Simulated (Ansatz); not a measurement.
An input for Ansatz 0.2.0 (Cs2LiLaBr6 (Fm-3m)):

```yaml
crystal:
  lattice:
    - [0.0, 5.7260410873, 5.7260410873]
    - [5.7260410873, 0.0, 5.7260410873]
    - [5.7260410873, 5.7260410873, 0.0]
  atoms:
    - { symbol: Cs, position: [0.75, 0.75, 0.75] }
    - { symbol: Cs, position: [0.25, 0.25, 0.25] }
    - { symbol: Li, position: [0.5, 0.5, 0.5] }
    - { symbol: La, position: [0.0, 0.0, 0.0] }
    - { symbol: Br, position: [0.744289, 0.255711, 0.255711] }
    - { symbol: Br, position: [0.255711, 0.255711, 0.744289] }
    - { symbol: Br, position: [0.255711, 0.744289, 0.744289] }
    - { symbol: Br, position: [0.255711, 0.744289, 0.255711] }
    - { symbol: Br, position: [0.744289, 0.255711, 0.744289] }
    - { symbol: Br, position: [0.744289, 0.744289, 0.255711] }
  host: atoms
kpoints:
  mp_grid: { grid: [2, 2, 2] }
  band_path:
    path:
      - [0.0, 0.0, 0.0]
      - [0.5, 0.0, 0.5]
      - [0.625, 0.25, 0.625]
      - [0.375, 0.375, 0.75]
      - [0.5, 0.5, 0.5]
      - [0.5, 0.25, 0.75]
    npoints: 1
hamiltonian:
  xc:
    exchange: pbe
    correlation: pbe
    exx: { coeff: inverse_dielectric }
  pseudopotentials: { kind: paw, azcp: { folder: soft_1 } }
scf:
  occupations: { method: fixed }
  n_extra_bands: 7
output:
  eigenvalues: true
```

```sh
ansatz run input.yaml --threads 2 --pin off --max-ram 92160MiB --backend cuda --events-out ev --progress --plain --runs-dir out --devices 1 --max-vram 13GiB
```

How long will it take on 1 × NVIDIA H100 80GB HBM3 (shared by 6 runs) with 2 threads of AMD EPYC 7R13 (Zen 3), shared host, and how much memory?

It took 49 s; on shared hardware allow 25 s to 99 s. Peak host memory was 1.7 GiB. The sizes that set the cost: 7391 plane waves a state, 3 irreducible k points and 17 SCF cycles.

Exact exchange couples every pair of k points and filled bands, so it costs far more than a semilocal run.

[Paths, hosts, dates, memory and timing lines, banners, echoed tables and standing remarks are left out of the program output.]

[Logs are printed without paths, hosts, clocks, repeated set-up lines and the standing remarks that a program may print on its own settings, such as how far it seeks lower states.]

[Runs of the session that timed out or met a known fault of the program may be left out.]

[Cells called generated may have been cut or substituted from an entry of the Crystallography Open Database or the Materials Project.]

[Hosts, paths, dates, database ids (printed as entryN), source tags and the programs' standing remarks are cut or masked in the printed files.]
